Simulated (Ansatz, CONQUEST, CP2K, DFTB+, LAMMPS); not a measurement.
**CONQUEST runs on liquid tetrahydrofuran at 300 K (117 atoms)**

How near does CONQUEST come to plane waves for liquid tetrahydrofuran at 300 K (117 atoms)?

Main program and level: CONQUEST 1.3; the method is named at each step.

## (1) Set-up

The cell holds 117 atoms: 36 C, 9 O and 72 H. Cell: a = 10.658 Å, b = 10.658 Å, c = 10.658 Å, α = 90.0°, β = 90.0°, γ = 90.0°. 9 tetrahydrofuran placed at random, at 0.89 g/cm³; overlaps pushed apart, then 10 ps at 450 K with MMFF94 bonds, angles, torsions, charges and radii (Halgren, J. Comput. Chem. 17, 490 (1996)) in harmonic and 12-6 forms. Snapshot after 20 ps at 300 K and fixed volume.

The yardstick, on the same geometry:

* method: Kohn-Sham DFT, PBE, PAW, plane waves (Ansatz 0.2.0); cutoff 420 eV, Γ point, fermi-dirac smearing of 0.05 eV; PAW set soft_2
* r.m.s. force component: 0.8228 eV/Å
* longest force: 4.54 eV/Å
* pressure: 2.383 GPa
* gap (highest filled to lowest empty level): 4.063 eV
* SCF cycles: 9
* time: 12 s on 4 threads of Intel Xeon Platinum 8375C at 2.90GHz (Ice Lake), shared host
* CPU time: 40 s

## (2) PBE, grid 120 Ha

Method: Kohn-Sham DFT, PBE, norm-conserving pseudopotentials, pseudo-atomic orbitals (double zeta with polarisation), diagonalisation.

The .ion files beside the input carry potential, basis and functional.

File Conquest_input:

```
IO.Title cell
IO.Coordinates coords.dat
IO.FractionalAtomicCoords T
IO.Iprint 1
General.NumberOfSpecies 3
AtomMove.TypeOfRun static
AtomMove.CalcStress T
Grid.GridCutoff 120
DM.SolutionMethod diagon
SC.MaxIters 100
SC.LinearMixingFactor 0.3
minE.SCTolerance 1e-06
Diag.kT 0.001837
Diag.MPMesh T
Diag.GammaCentred T
Diag.MPMeshX 1
Diag.MPMeshY 1
Diag.MPMeshZ 1
%block ChemicalSpeciesLabel
1 12.011 C
2 15.999 O
3 1.008 H
%endblock
```

File coords.dat:

```
20.141495 0.000000 0.000000
0.000000 20.141495 0.000000
0.000000 0.000000 20.141495
117
0.40588 0.49652 0.83655 1 T T T
0.52204 0.46634 0.90474 1 T T T
0.51324 0.55803 0.02172 1 T T T
0.45524 0.67295 0.97582 2 T T T
0.40854 0.64111 0.85022 1 T T T
0.31920 0.45603 0.88034 3 T T T
0.39645 0.47549 0.73772 3 T T T
0.60270 0.49041 0.84446 3 T T T
0.51952 0.36424 0.92722 3 T T T
0.60458 0.57862 0.06124 3 T T T
0.45073 0.52001 0.09531 3 T T T
0.48056 0.68260 0.78919 3 T T T
0.31772 0.68984 0.84157 3 T T T
0.27875 0.20547 0.05512 1 T T T
0.26916 0.07520 0.10740 1 T T T
0.20875 0.01549 0.99342 1 T T T
0.13336 0.10982 0.92787 2 T T T
0.15078 0.22549 0.99367 1 T T T
0.35849 0.21008 0.98800 3 T T T
0.31072 0.26708 0.13047 3 T T T
0.21605 0.07558 0.19992 3 T T T
0.36551 0.03669 0.12612 3 T T T
0.15092 0.93317 0.01597 3 T T T
0.28347 0.99258 0.93388 3 T T T
0.08098 0.23767 0.06948 3 T T T
0.14952 0.30227 0.92414 3 T T T
0.83739 0.51703 0.59236 1 T T T
0.84232 0.37514 0.59888 1 T T T
0.93975 0.35399 0.69879 1 T T T
0.94506 0.45895 0.77982 2 T T T
0.86971 0.55492 0.72653 1 T T T
0.74385 0.54939 0.56213 3 T T T
0.91422 0.55294 0.54302 3 T T T
0.86818 0.32136 0.51316 3 T T T
0.75969 0.33385 0.62018 3 T T T
0.03290 0.35496 0.65187 3 T T T
0.92711 0.25748 0.75074 3 T T T
0.92495 0.63781 0.73509 3 T T T
0.77645 0.57044 0.77758 3 T T T
0.28528 0.31123 0.52855 1 T T T
0.38603 0.23176 0.59288 1 T T T
0.50254 0.29901 0.55562 1 T T T
0.47974 0.35811 0.43639 2 T T T
0.34852 0.33376 0.40221 1 T T T
0.27376 0.40385 0.57417 3 T T T
0.19199 0.26977 0.51467 3 T T T
0.39440 0.14148 0.55274 3 T T T
0.37084 0.22347 0.69141 3 T T T
0.58228 0.23239 0.54396 3 T T T
0.52722 0.37419 0.62533 3 T T T
0.34125 0.24608 0.34805 3 T T T
0.30928 0.41007 0.34567 3 T T T
0.58940 0.94318 0.90650 1 T T T
0.60404 0.99998 0.77898 1 T T T
0.74832 0.01493 0.77227 1 T T T
0.80076 0.91047 0.83730 2 T T T
[... 57 atom lines left out ...]
0.75482 0.40214 0.27285 3 T T T
0.59988 0.34784 0.23098 3 T T T
0.89534 0.27598 0.00608 3 T T T
0.76689 0.17135 0.01593 3 T T T
```

Command:

```console
> OMP_NUM_THREADS=1 mpirun -np 4 Conquest > output.txt
```

Numbers of over 12 decimals in the logs are rounded to 6 here.

Conquest_out:

```text
      Simulation cell dimensions:    20.1415 a0 x    20.1415 a0 x    20.1415 a0
        This calculation includes non-local pseudopotentials,
         with a maximum core radius of      6.72726398
    Job title: cell
    Job to be run: static calculation
    Ground state search:
      Support functions represented with PAO basis
      1:1 PAO to SF mapping
      Non-spin-polarised electrons
      Solving for the K matrix using diagonalisation
      Using Fermi-Dirac smearing
    Integration grid size:    100 x  100 x  100
    Integration grid spacing:  0.201 a0 x 0.201 a0 x 0.201 a0
    Number of species:  3
    --------------------------------------------------------
    |   #  mass (au)  Charge (e)  SF Rad (a0)  NSF  Label  |
    --------------------------------------------------------
    |   1     12.011       4.000        6.647   13  C      |
    |   2     15.999       6.000        5.237   13  O      |
    |   3      1.008       1.000        7.050    5  H      |
    --------------------------------------------------------
          SCF tolerance:                 0.00000100
          SCF iterations:               100
    The calculation will be performed on     4 processes
    The calculation will be performed on     1 thread
    Using the default matrix multiplication kernel
    The functional used will be GGA PBE96
    set_atom_dens: In set_atomic_density, electrons :     270.000000000000
    PulayMixSC: Starting Pulay mixing, A_up =  0.300 A_dn =  0.300
    PulayMixSC: Spin non-polarised calculation.
          Harris-Foulkes Energy            :      -408.967065 Ha
    PulayMixSC: Pulay iteration     1 residual:              0.35751E-02
          Harris-Foulkes Energy            :      -407.740025 Ha
    PulayMixSC: Pulay iteration     2 residual:              0.20940E-02
          Harris-Foulkes Energy            :      -407.398196 Ha
    PulayMixSC: Pulay iteration     3 residual:              0.84051E-03
          Harris-Foulkes Energy            :      -407.360740 Ha
    PulayMixSC: Pulay iteration     4 residual:              0.15164E-03
          Harris-Foulkes Energy            :      -407.359230 Ha
    PulayMixSC: Pulay iteration     5 residual:              0.47777E-04
          Harris-Foulkes Energy            :      -407.358994 Ha
    PulayMixSC: Pulay iteration     6 residual:              0.16513E-04
          Harris-Foulkes Energy            :      -407.358988 Ha
    PulayMixSC: Pulay iteration     7 residual:              0.50205E-05
          Harris-Foulkes Energy            :      -407.358987 Ha
    PulayMixSC: Pulay iteration     8 residual:              0.14172E-05
          Harris-Foulkes Energy            :      -407.358987 Ha
    PulayMixSC: Pulay iteration     9 residual:              0.47045E-06
    PulayMixSC: Reached SCF tolerance of  0.47045E-06 after      9 iterations
      | Number of electrons      =       270.000103
      |* Harris-Foulkes energy   =      -407.358987 Ha
      |* DFT total energy        =      -407.358987 Ha
    force: Forces on atoms (Ha/a0)
    force:  Atom   X              Y              Z
    force:     1  -0.0363044070   0.0403671439   0.0058811246
    force:     2   0.0057186859  -0.0104444460   0.0267658277
    force:     3  -0.0085500992  -0.0134810821  -0.0234234419
    force:     4  -0.0000489221  -0.0217383414  -0.0041901493
    force:     5  -0.0055040919   0.0056247905   0.0151848013
    force:     6   0.0040367362   0.0034651342   0.0028037785
    force:     7   0.0067861768  -0.0087222381  -0.0196496030
    force:     8   0.0095646921  -0.0026943833   0.0023858869
    force:     9   0.0133116943   0.0033528819   0.0072494148
    force:    10   0.0169079476   0.0042963491   0.0080217207
    force:    11  -0.0012146277  -0.0068037405   0.0053007964
    force:    12   0.0006638068   0.0025931400  -0.0182758040
    force:    13  -0.0053821661   0.0023135563  -0.0068678004
    force:    14   0.0164799151   0.0214897909   0.0062102231
    force:    15   0.0045347893  -0.0053049625   0.0115309287
    force:    16  -0.0349995119   0.0014620982   0.0249868835
    force:    17  -0.0055278239  -0.0091178173   0.0071325514
    force:    18   0.0245585285  -0.0011929634   0.0032688336
    force:    19  -0.0031093981  -0.0007623712  -0.0086761319
    force:    20  -0.0059663311   0.0190000497   0.0084204630
    force:    21   0.0012404410  -0.0048861811  -0.0149915321
    force:    22  -0.0084774472  -0.0016803721  -0.0001082941
    force:    23  -0.0068702897  -0.0064263003  -0.0032472070
    force:    24   0.0326919371  -0.0193635683  -0.0338727446
[...]
force:   110   0.0141117453  -0.0305436201   0.0014202706
    force:   111   0.0089055748  -0.0111231966   0.0045992506
    force:   112   0.0018961537   0.0026023559   0.0027169488
    force:   113  -0.0049806888  -0.0082167608  -0.0005346888
    force:   114  -0.0042344778   0.0093926386   0.0200543603
    force:   115   0.0086320617  -0.0074142722   0.0019987155
    force:   116   0.0080935975  -0.0037940879  -0.0045295492
    force:   117  -0.0162152594  -0.0168782943  -0.0157493569
    force: Maximum force :        0.08790095(Ha/a0) on atom        92 in z direction
    force: Force Residual:        0.03054683 Ha/a0
    force: Total stress:         -4.07420557    -4.62546331    -4.46703909 GPa
    force: Average pressure:      4.38890266 GPa
    get_E_and_F: Change in energy during last step of electronic optimisation:  0.98805E-07
```

Elapsed: 2.2 min, on 4 MPI ranks of Intel Xeon Platinum 8375C at 2.90GHz (Ice Lake), shared host; peak memory 6.5 GiB; 8.3 min of CPU time.

Banners, paths, timers and routine set-up lines are dropped from the logs unmarked, and long logs keep their key lines alone; longer cuts are marked.

Compared with the plane-wave run:

```
r.m.s. force component                           : 0.9069 eV/Å
r.m.s. difference of force components            : 254 meV/Å
longest difference of force vectors              : 772.8 meV/Å
force difference over r.m.s. force               : 30.86 %
slope of forces against the reference's          : 1.06
correlation of force components                  : 0.9615
gap (highest filled to lowest empty level) : 4.222 eV
gap difference                                   : 0.1591 eV
pressure                                         : 4.389 GPa
pressure difference                              : 2.006 GPa
```

This run lies far from the reference in forces at the same functional.

Length of the force difference by element (eV/Å):

```
element  atoms  mean  most
      C     36  0.35  0.65
      H     72  0.48  0.77
      O      9  0.29  0.36
```

Levels nearest the highest filled one (eV from it): -2.33, -2.30, -2.01, -0.59, -0.53, -0.45, -0.33, -0.29, -0.23, -0.18, -0.03, 0.00, 4.22, 4.83, 4.92, 5.09, 5.23, 5.35, 5.40, 5.54, 5.70, 5.79, 5.84, 5.93.

A closer look about H32, picked at random: 11 atoms, nearest first, numbered in the order of the input, with positions taken from that point.

```
atom      x      y      z  distance (Å)  bonds     Fx     Fy  Fz (eV/Å)
 H32   0.00   0.00   0.00          0.00      1   0.08   0.46      -0.30
 C27   1.00  -0.34   0.32          1.10      4  -1.11  -0.71       1.18
 H33   1.82   0.04  -0.20          1.83      1   1.48   0.86      -2.18
 C28   1.05  -1.86   0.39          2.17      4   3.09   0.77      -1.14
 C31   1.34   0.06   1.75          2.21      4  -2.15  -0.44       0.65
 H39   0.35   0.22   2.30          2.33      1   0.76  -0.20       0.23
 H35   0.17  -2.30   0.62          2.39      1  -3.96  -1.43       1.41
H102  -1.56   2.04  -0.64          2.65      1   0.64  -0.62       0.04
 H34   1.33  -2.43  -0.52          2.82      1   0.34   0.46      -0.28
 H38   1.93   0.94   1.84          2.83      1   0.59   1.69      -0.04
H101  -0.69   1.66  -2.26          2.89      1   0.31  -0.03       0.26
```

Forces lie 31 % from the reference's, at 12 times its CPU time.

## (3) Summary of results

| Property | Result |
| --- | --- |
| force difference from the reference | CONQUEST PBE, grid 120 Ha, 31 % |
| its CPU time | 8.3 min |

What this shows: The PBE run in local orbitals differs by 31 % (CONQUEST PBE, grid 120 Ha); basis, grid and potentials can all enter. At the same functional, the gap of CONQUEST PBE, grid 120 Ha lies 0.16 eV above the reference's 4.06 eV. In pressure, CONQUEST PBE, grid 120 Ha misses by +2.0 GPa, at the same functional. With short bonds to hydrogen, sets of potentials differ among themselves by several per cent in forces even at converged cutoffs, so the reference isn't exact here either. The network of contacts between molecules at the start is that of the classical potential that made the cell, and needn't be the one that DFT or experiment would give. The reference's PBE has no dispersion term, which matters for the binding between molecules or layers. The density was typed from a rule of thumb and may lie off the real one at this temperature. The electronic-structure runs sample only Γ, in a cell whose shortest periodic width is 11 Å.

[Also dropped from logs without a mark: logging warnings of Python, and SIESTA's first energy breakdown and zero terms.]

[Logs are printed without paths, hosts, clocks, repeated set-up lines and the standing remarks that a program may print on its own settings, such as how far it seeks lower states.]

[Hosts, paths, dates, database ids (printed as entryN), source tags and the programs' standing remarks are cut or masked in the printed files.]

[The MMFF94 radii named for the starting cell were scaled by 0.96; in molecules described by MMFF94, hydrogen bound to N, O or S took a small fixed 12-6 site in their place.]
